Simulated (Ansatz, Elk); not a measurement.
# Bonding as seen by X-rays: LaFe2Pb2

Structure refinements treat a crystal as free atoms side by side. For a made-up structure of LaFe2Pb2 (cell and positions from a PBEsol relaxation) the runs below show what the calculated density changes in F(hkl).

Main program and level: Elk 11.2.3 (patched build); DFT, PBE, all-electron APW+lo, Dirac cores, scalar-relativistic bands, static density, ferromagnetic start.

This account leaves out most program logs.

The structure was built from a prototype and need not be the compound's stable phase.

### Step 1. Starting point

It takes space group I4/mmm (No. 139, tetragonal). Conventional cell: a = 4.315 Å, b = 4.315 Å, c = 12.023 Å, α = 90.00°, β = 90.00°, γ = 90.00°. Nearest to Pb lie 4 Fe at 2.64 Å and 1 Pb at 2.99 Å and 4 La at 3.40 Å. Nearest to La lie 8 Pb at 3.40 Å and 8 Fe at 3.70 Å. Fe has 4 Pb at 2.64 Å and 4 Fe at 3.05 Å and 4 La at 3.70 Å nearest. Farther neighbours are not listed.

### Step 2. Ground state and structure factors

An all-electron density is needed, since X-rays see the cores too. Task 0 finds the density and task 195 Fourier-transforms it; tshift is off so that phases refer to the origin typed.

Contents of elk.in:

```
tasks
  0
  195
  196

xctype
  20

spinpol
  .true.

rgkmax
  7.0

gmaxvr
  14.0

lmaxo
  7

lmaxapw
  8

swidth
  0.002

tshift
  .false.

ramdisk
  .false.

hmaxvr
  5.5

maxscl
  120

epspot
  1e-06

reducebf
  0.8

sppath
  './'

avec
  -4.07676249876 4.07676249876 11.35965541742
  4.07676249876 -4.07676249876 11.35965541742
  4.07676249876 4.07676249876 -11.35965541742

atoms
  3
  'Pb.in'
  2
  0.3758507181 0.3758507181 0.0000000000   0.000000 0.000000 0.000000
  0.6241492819 0.6241492819 0.0000000000   0.000000 0.000000 0.000000
  'La.in'
  1
  0.0000000000 0.0000000000 0.0000000000   0.000000 0.000000 0.000000
  'Fe.in'
  2
  0.2500000000 0.7500000000 0.5000000000   0.000000 0.000000 -0.130000
  0.7500000000 0.2500000000 0.5000000000   0.000000 0.000000 -0.130000

ngridk
  6 6 6
```

Command:

```console
$ OMP_NUM_THREADS=4 elk
```

Run time: 6 min. Hardware: 4 threads of Arm Neoverse V2, shared host; peak memory 0.64 GiB; 21 min of CPU time.

SFACRHO.OUT:

```text

h k l indices transformed by vhmat matrix:
   1.000000000       0.000000000       0.000000000    
   0.000000000       1.000000000       0.000000000    
   0.000000000       0.000000000       1.000000000    

      h      k      l  multipl.   |H|            Re(F)            Im(F)           |F|

      0      0      0      1   0.0000000       273.00000      0.30564286E-16   273.00000    
     -1     -1      1      2  0.55311408       6.1212698     -0.14437128E-13   6.1212698    
     -1      0      0      8  0.81873260      -57.284889     -0.31441081E-13   57.284889    
      0      0     -1      4   1.0898067       149.52369     -0.23351161E-13   149.52369    
      2      2     -2      2   1.1062282      -54.473164      0.99742567E-13   54.473164    
      1      2     -2      8   1.1323398       147.17151     -0.41921441E-13   147.17151    
      1      1     -2      8   1.2221349       89.037166      0.99596959E-14   89.037166    
     -1      1      1      4   1.5412194       214.54121     -0.19325482E-13   214.54121    
     -3     -1      2      8   1.5528745      -127.88155     -0.14222119E-12   127.88155    
      3      2     -2      8   1.5830143       139.15458     -0.89083063E-13   139.15458    
      0      2      0      8   1.6374652       7.0056819      0.32643422E-13   7.0056819    
      3      3     -3      2   1.6593422       1.4053726      0.62037278E-13   1.4053726    
     -1      2      0     16   1.7451877      -50.264538      0.41921441E-13   50.264538    
     -1     -3      1      8   1.8971288      -51.208709     -0.55789176E-13   51.208709    
      2      1     -3     16   1.9124724       126.94110     -0.36681261E-13   126.94110    
      4      2     -3      8   1.9852192       68.824438      0.80001859E-14   68.824438    
     -4     -3      4      8   2.0836375      -44.067695     -0.14148486E-12   44.067695    
      2     -2      0      4   2.1796133       188.94569     -0.88430505E-15   188.94569
```

Elk indexes on the primitive cell of elk.in and gives |H| = 4π sin θ/λ in inverse bohr. Below, one row stands for each form hkl of the conventional cell (m members, Friedel mates merged), F is for one primitive cell and the density is static (no thermal factor). Free-atom factors are Waasmaier and Kirfel's, and R is Σm||F|−|F'||/Σm|F|.

```
hkl   m  sin θ/λ (Å⁻¹)  abs F, DFT  neutral atoms   diff.
002   2          0.083       6.121          6.285  -0.163
101   8          0.123      57.285         57.444  -0.159
110   4          0.164     149.524        149.958  -0.434
004   2          0.166      54.473         54.663  -0.190
103   8          0.170     147.172        147.314  -0.142
112   8          0.184      89.037         89.024  +0.013
200   4          0.232     214.541        215.059  -0.518
114   8          0.234     127.882        128.365  -0.483
105   8          0.238     139.155        139.273  -0.118
202   8          0.246       7.006          6.731  +0.275
006   2          0.249       1.405          1.137  +0.269
211  16          0.262      50.264         50.463  -0.198
204   8          0.285      51.209         51.168  +0.041
213  16          0.288     126.941        127.015  -0.074
116   8          0.298      68.824         68.879  -0.055
107   8          0.313      44.068         44.134  -0.067
220   4          0.328     188.946        188.894  +0.052
215  16          0.332     123.767        123.696  +0.071
```

### Step 3. The magnetisation density

The same run holds the spin density, and task 196 transforms it. The order is that of the start, and no other was tried.

SFACMAG_1.OUT:

```text

h k l indices transformed by vhmat matrix:
   1.000000000       0.000000000       0.000000000    
   0.000000000       1.000000000       0.000000000    
   0.000000000       0.000000000       1.000000000    

      h      k      l  multipl.   |H|            Re(F)            Im(F)           |F|

      0      0      0      1   0.0000000       5.1728126     -0.12055932E-17   5.1728126    
     -1     -1      1      2  0.55311408      -4.8947537     -0.14865185E-14   4.8947537    
     -1      0      0      8  0.81873260     -0.22634351E-01  -0.0000000      0.22634351E-01
      0      0     -1      4   1.0898067      -4.2995411     -0.22580787E-14   4.2995411    
      2      2     -2      2   1.1062282       4.3109771     -0.26237806E-14   4.3109771    
      1      2     -2      8   1.1323398      0.43085989E-02  -0.0000000      0.43085989E-02
      1      1     -2      8   1.2221349       3.9600495      0.91529946E-15   3.9600495    
     -1      1      1      4   1.5412194       3.3092377     -0.17078297E-14   3.3092377    
     -3     -1      2      8   1.5528745      -3.2797400     -0.21188873E-14   3.2797400    
      3      2     -2      8   1.5830143      0.43006337E-01  -0.0000000      0.43006337E-01
      0      2      0      8   1.6374652      -3.1363107      0.27464250E-14   3.1363107    
      3      3     -3      2   1.6593422      -3.0576126      0.43549886E-14   3.0576126    
     -1      2      0     16   1.7451877     -0.35857023E-01  -0.0000000      0.35857023E-01
     -1     -3      1      8   1.8971288       2.6055394      0.42864316E-14   2.6055394    
      2      1     -3     16   1.9124724      0.37549512E-01  -0.0000000      0.37549512E-01
      4      2     -3      8   1.9852192       2.4714837     -0.18306527E-15   2.4714837
```

The total moment is 5.17 μB a cell; sphere moments: Pb1 -0.04, Pb2 -0.04, La3 -0.01, Fe4 +2.63, Fe5 +2.63 μB. Polarised neutrons measure spin and orbital magnetisation together; without spin-orbit coupling the run gives the spin part:

```
hkl  sin θ/λ (Å⁻¹)  abs F_M (μB)
002          0.083         4.895
101          0.123         0.023
110          0.164         4.300
004          0.166         4.311
103          0.170         0.004
112          0.184         3.960
200          0.232         3.309
114          0.234         3.280
105          0.238         0.043
202          0.246         3.136
006          0.249         3.058
211          0.262         0.036
204          0.285         2.606
213          0.288         0.037
```

### Step 4. The highest occupied states alone

An energy window below the Fermi level keeps the highest occupied states, to see at which angles they scatter; shallow core shells can lie inside it and anion s states outside. No new self-consistency is needed.

elk.in, as its differences from that of step 2:

```diff
@@ -1,5 +1,3 @@
 tasks
-  0
   195
-  196
 
@@ -44,2 +42,5 @@
 
+wsfac
+  -0.067150 0.600340
+
 sppath
```

Command:

```console
$ OMP_NUM_THREADS=4 elk
```

It took 16 s on 4 threads; peak memory 0.34 GiB; 26 s of CPU time.

States within 10 eV below the Fermi level hold 26.69 electrons; any levels below the window count with the cores, and a count that is not whole means the window cuts a band. Their amplitudes can exceed the total, where window and core parts have opposite phase:

```
hkl  sin θ/λ (Å⁻¹)  abs F, window  abs F, all
002          0.083         12.188       6.121
101          0.123          1.558      57.285
110          0.164          8.108     149.524
004          0.166          8.081      54.473
103          0.170          0.906     147.172
112          0.184          8.655      89.037
200          0.232          6.656     214.541
114          0.234          6.551     127.882
105          0.238          0.043     139.155
202          0.246          6.206       7.006
```

### Step 5. Another functional

The difference from free atoms is small, so it is set against the change that PBEsol makes.

elk.in, as its differences from that of step 4:

```diff
@@ -1,6 +1,8 @@
 tasks
+  0
   195
+  196
 
 xctype
-  20
+  22
 
@@ -42,5 +44,2 @@
 
-wsfac
-  -0.067150 0.600340
-
 sppath
```

Command:

```console
$ OMP_NUM_THREADS=4 elk
```

The job ended after 6.6 min (4 threads; peak memory 0.64 GiB).

Against the first run R = 0.01 %; the largest change is -0.039 at 220. The moment goes from 5.17 to 5.17 μB.

### Step 6. Basis size

A smaller basis shows how fast F responds to it; the change is likely larger than the basis error of the first run, but doesn't show convergence.

elk.in, as its differences from that of step 5:

```diff
@@ -6,3 +6,3 @@
 xctype
-  22
+  20
 
@@ -12,3 +12,3 @@
 rgkmax
-  7.0
+  5.5
```

Command:

```console
$ OMP_NUM_THREADS=4 elk
```

Elapsed: 6.4 min, on 4 threads; peak memory 0.63 GiB; 23 min of CPU time.

Against the first run R = 0.02 %; the largest change is +0.184 at 008. The moment goes from 5.17 to 5.23 μB.

### Step 7. Settings against the effect

```
          run  R against the first run (%)  R against neutral atoms, low angle (%)  wall time
PBE, rgkmax 7                         0.00                                    0.20      6 min
       PBEsol                         0.01                                    0.21    6.6 min
   rgkmax 5.5                         0.02                                    0.20    6.4 min
```

### Step 8. Summary of results

```yaml
r_against_neutral_atoms_sin_theta_lambda_0p3_a_minus1: 0.20 %
r_against_neutral_atoms_0p3_to_0p75_a_minus1: 0.08 %
```

What this shows: Independent neutral atoms miss the calculated amplitudes by R = 0.20 % below 0.3 Å⁻¹ and 0.08 % from there to 0.75 Å⁻¹; by shells, 0.34 % below 0.15 Å⁻¹ (2 forms), 0.19 % 0.15 to 0.3 (13 forms), 0.05 % 0.3 to 0.45 (23 forms), 0.09 % above 0.45 (111 forms). Bonding, aspherical density and the tables' own atoms all enter these figures, and the runs don't part them. The largest change of an amplitude is -0.52 electrons, at 200. Weak lines can change much in proportion: 006 goes from 1.14 to 1.41. The magnetic order is that of the start. No other order was tried here, and an antiferromagnetic one would change or move the magnetic intensity. The window's part falls from 26.7 electrons at the origin to at most 2.29 between 0.45 and 0.75 Å⁻¹, where compact states inside the window still scatter. Below 0.3 Å⁻¹ the changes that finished (PBEsol and rgkmax 5.5) move F by R = 0.05 % at most, against the 0.20 % that separates it from free atoms. A single amplitude moves by up to 0.18 electrons, against 0.52 for the largest difference from free atoms. The magnetic factors move by R = 0.5 % (PBEsol) and 3.4 % (rgkmax 5.5), so they aren't settled to better than that. The k-mesh has no finished test. Spin-orbit coupling is left out, which can matter for elements this heavy. Part of the difference isn't bonding: the tables are fits to free atoms and ions calculated by other methods than this functional. Thermal motion, anomalous dispersion and extinction are left out.

[Logs are printed without paths, hosts, clocks, repeated set-up lines and the standing remarks that a program may print on its own settings, such as how far it seeks lower states.]

[Hosts, paths, dates, database ids (printed as entryN), source tags and the programs' standing remarks are cut or masked in the printed files.]
